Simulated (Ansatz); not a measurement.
# Depolarisation of Na on Al(110): the Topping model put to the test

In Topping's model the dipole per adsorbate falls as μ = μ₀/(1 + 9αn^(3/2)), with n the density and α a polarisability, so 1/μ is a straight line in n^(3/2).

**Method.** Ansatz 0.2.0, plane waves with PAW datasets (its set soft_2), LDA; 5 layers at the tabulated experimental lattice constant with the lower two held, adsorbates relaxed from the hollow site, dipole correction. μ is the change of the cell's dipole per adsorbate, positive end outwards.

| run | n^(3/2) (nm⁻³) | 1/μ (1/D) |
| --- | --- | --- |
| 0.111 ML | 0.94 | 0.472 |
| 0.25 ML | 3.16 | ? |
| 1 ML | 25.32 | 2.524 |

Q: Estimate the withheld value from the rows shown.

Two rows fix a line: slope = (2.524 − 0.472) / (25.32 − 0.94) = 0.08417, intercept 0.39285. The intercept gives μ₀ = 1/0.3928 = 2.55 D, and slope over intercept 9α = 0.214 nm³, or α = 24 Å³, an effective value that holds the metal's image. At 3.16 it gives 0.08417 × 3.16 + 0.39285 = 0.659 1/D. Rounding of the rows alone allows about ±0.001 1/D there; two rows can't show whether the line holds.

The run itself gives 0.582 1/D: a miss of −0.077 1/D, or 13.2 % of the value. In dipoles that is 1.52 D predicted against 1.72 D found. A miss this large means that the model doesn't hold over this range, and μ₀ and α above are fit values without physical meaning.

**Limits.** Heights and bonding change with coverage, which the model leaves out; its factor is about 9 for square and hexagonal arrays and differs for rectangular ones and rows; and slabs this thin add errors of their own. Other coverages were run too and are left out of this fit, which takes cells with one adsorbate each. The test is put only to electropositive adsorbates whose dipole falls by a fifth or more between the two rows shown.
